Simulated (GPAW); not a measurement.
# MgS (P6_3mc): G0W0 with GPAW, start to end, part 2 of 2

Aim: the G0W0 gap of MgS (P6_3mc) on LDA, step by step.

GPAW 26.7.0; LDA and many-body steps on it, plane waves. Known limits of the many-body steps: not at the basis limit; coarse k mesh.

So far. Step 3 (Bands along the symmetry lines): The gap is 3.153 eV, as in the run before at this level. Step 4 (Empty states on the mesh, 3×3×2 mesh, 315 bands): On this mesh the gap is 3.153 eV.

### 5. Screening and self-energy, 3×3×2 mesh, 141 bands, screening to 78 eV

G0W0 replaces the xc potential by the self-energy, built once from these orbitals. Only a window of levels is corrected, while the sums run over the empty bands that the input names.

This step: G0W0 on LDA, plane waves, PAW.

Contents of run.py:

```python
import json
import numpy as np
from gpaw.mpi import world
from gpaw.response.g0w0 import G0W0

gw = G0W0('full.gpw',
    filename='gw',
    kpts=[0],
    bands=(14, 18),
    ecut=78,
    nbands=141,
    integrate_gamma='WS',
    ppa=True)
gw.calculate()
res = {mode: {k: v for k, v in r.items() if k != 'sigma_eskwn'}
       for mode, r in gw.all_results.items()}

if world.rank == 0:
    with open('result.json', 'w') as f:
        json.dump(res, f, default=lambda x: x.tolist())
```

The run is started by

```bash
$ mpirun -n 4 gpaw python run.py
```

Numbers of over 12 decimals in the logs are rounded to 6 here.

The log of the run:

```text
Using integrator: PointIntegrator
FrequencyGridDescriptor(from 0.000+0.000j to 0.000+27.211j eV, 2 points)
Nonperiodic BCs:  [False False False]
Using integrator: PointIntegrator
FrequencyGridDescriptor(from 0.000+0.000j to 0.000+27.211j eV, 2 points)
Nonperiodic BCs:  [False False False]
  ___  _ _ _
 |   || | | |
 | | || | | |
 |__ ||_____|
 |___|

BZ k-points: Symmetries present (total): 6

  [... matrices ...]
18 k-points: 3 x 3 x 2 Monkhorst-Pack grid + [0.000000,0.000000,1/4]
6 k-points in the irreducible part of the Brillouin zone
       k-points in crystal coordinates                weights
   0:     0.00000000    0.00000000    0.00000000          1/18
   1:     0.00000000    0.00000000    0.50000000          1/18
   2:     0.33333333    0.00000000    0.00000000          6/18
   3:     0.33333333    0.00000000    0.50000000          6/18
   4:     0.33333333    0.33333333    0.00000000          2/18
   5:     0.33333333    0.33333333    0.50000000          2/18

Distributing spins, k-points and bands (1 x 1 x 4) over 4 processes
Number of blocks: 1

Quasi particle states:
k-points (IBZ indices): [0]
Band range: (14, 18)
  [... matrices ...]
Computational parameters:
Plane wave cut-off: 78 eV
Number of bands: 141
Coulomb cutoff: None
Broadening: 0.1 eV

fxc modes: GW
Kernel: RPA
Using Godby-Needs plasmon-pole approximation:
  Fitting energy: i*E0, E0 = 1.000 Hartree
Summing all q:

Calculating screened Coulomb potential
No Coulomb truncation
FrequencyGridDescriptor(from 0.000+0.000j to 0.000+27.211j eV, 2 points)
Removing empty qpoint cache files...

Calculating chi0 body with:
    Ground state adapter containing:
    Number of spins: 1
    Number of kpoints: 18
    Number of irreducible kpoints: 6
    Number of completely occupied states: 16
    Number of partially occupied states: 16
    Occupied states memory: 3.125 M / cpu

    Linear response parametrization:
    q_c: [0.0, 0.0, 0.0]
    Number of frequency points: 2
    Planewave cutoff: 78.0
    Number of bands: 141
    Number of planewaves: 135
    Broadening (eta): 1e-06
    comm.size: 4
    kncomm.size: 4
    blockcomm.size: 1

    Memory estimate of potentially large arrays:
        chi0_wGG: 0.556183 M / cpu
Integrating chi0 body.

Symmetries of q_c:
    Direct symmetries (Uq -> q): 6
    Indirect symmetries (TUq -> q): 6
In total 12 allowed symmetries.

  [... matrices ...]
6 groups of equivalent kpoints. 66.666667% reduction.

Integral kind: response function
Integrating chi0 head and wings.

Symmetries of q_c:
    Direct symmetries (Uq -> q): 6
    Indirect symmetries (TUq -> q): 6
In total 12 allowed symmetries.

  [... matrices ...]
6 groups of equivalent kpoints. 66.666667% reduction.

Integral kind: response function wings

Calculating chi0 body with:
    Ground state adapter containing:
    Number of spins: 1
    Number of kpoints: 18
    Number of irreducible kpoints: 6
    Number of completely occupied states: 16
    Number of partially occupied states: 16
    Occupied states memory: 3.125 M / cpu

[... the further q-points ...]

Results:
f:      Occupation numbers
eps:     KS-eigenvalues [eV]
vxc:     KS vxc [eV]
exx:     Exact exchange [eV]
sigma:   Self-energies [eV]
dsigma:  Self-energy derivatives
Z:       Renormalization factors
qp:      QP-energies [eV]

k-point 0 (0): (0.000, 0.000, 0.000)                GW
band       f     eps     vxc     exx   sigma  dsigma       Z      qp
                                                                   GW
  14   1.000   1.530 -15.069 -18.191   2.095  -0.274   0.785   0.724
  15   1.000   1.693 -15.157 -18.118   2.001  -0.272   0.786   0.938
  16   0.000   4.845 -10.961  -6.547  -3.383  -0.219   0.820   5.691
  17   0.000   6.119 -10.440  -5.696  -3.554  -0.219   0.820   7.096
```

The job ended after 11 s (4 MPI ranks of Arm Neoverse V1, shared host; peak memory 1.1 GiB; 44 s of CPU time).

This step gave:

| Item | Value |
| --- | --- |
| G0W0 gap on the points computed | 4.753 eV |
| least direct G0W0 gap on the computed points | 4.753 eV |
| Z at the valence top | 0.7861 |
| Z at the conduction bottom | 0.8205 |
| starting gap on the mesh | 3.153 eV |
| k of the valence top | 0, 0, 0 |
| k of the conduction bottom | 0, 0, 0 |

The gap on the mesh goes from 3.15 eV to 4.75 eV, a correction of +1.60 eV.

Limits: finite bands, cutoff and mesh; coarse k mesh. v1 is the top filled band, c1 the lowest empty one. The levels before and after the correction (eV, zero at the valence-band top of each column):

|  | conduction bottom | valence top |
| --- | --- | --- |
| Kohn-Sham | 3.15 | 0.00 |
| G0W0 | 4.75 | 0.00 |

```csv
,level,energy (eV)
Kohn-Sham,Γ v2,-0.162
Kohn-Sham,Γ v1,0.000
Kohn-Sham,Γ c1,3.153
Kohn-Sham,Γ c2,4.426
G0W0,Γ v2,-0.214
G0W0,Γ v1,0.000
G0W0,Γ c1,4.753
G0W0,Γ c2,6.158
```

### 6. Where the time went

Times are wall times on 4 MPI ranks of Arm Neoverse V1, shared host, good to a factor of about two.

```csv
step,time,share,memory (GiB)
ground state,6 s,12 %,0.66
bands along the symmetry lines,13 s,26 %,0.76
empty states on the mesh,20 s,40 %,1.6
screening and self-energy,11 s,22 %,1.1
```

### 7. Summary of results

| Item | Value |
| --- | --- |
| LDA gap | 3.15 eV, direct |
| G0W0 gap on the mesh | 4.75 eV |
| GW settings | 3×3×2 mesh, 141 bands, screening to 78 eV, Godby-Needs plasmon pole |
| known limits | not at the basis limit; coarse k mesh |

**Reading.** G0W0 moves the gap on the mesh from 3.15 eV to 4.75 eV (+1.60 eV), with Z of 0.79 and 0.82 at the edges. Only 1 of the mesh's irreducible points was corrected, so a valley elsewhere could overtake. The dearest step here is «empty states on the mesh». Bands and cutoff are finite, so the gap is not at the basis limit. The miss can reach some tenths of an eV and take either sign; the mesh is an error of its own. These stock PAW sets were not made for GW. In the G0W0 run levels were corrected at 1 k point alone, so a gap called «on the mesh» is the least over those, and an edge elsewhere would be missed. The 3×3×2 mesh is coarse for this cell, which bears on the long-range parts of exchange and screening.

[Paths, hosts, dates, memory and timing lines, banners, echoed tables and standing remarks are left out of the program output.]

[Logs are printed without paths, hosts, clocks, repeated set-up lines and the standing remarks that a program may print on its own settings, such as how far it seeks lower states.]

[Runs of the session that timed out or met a known fault of the program may be left out.]

[Hosts, paths, dates, database ids (printed as entryN), source tags and the programs' standing remarks are cut or masked in the printed files.]
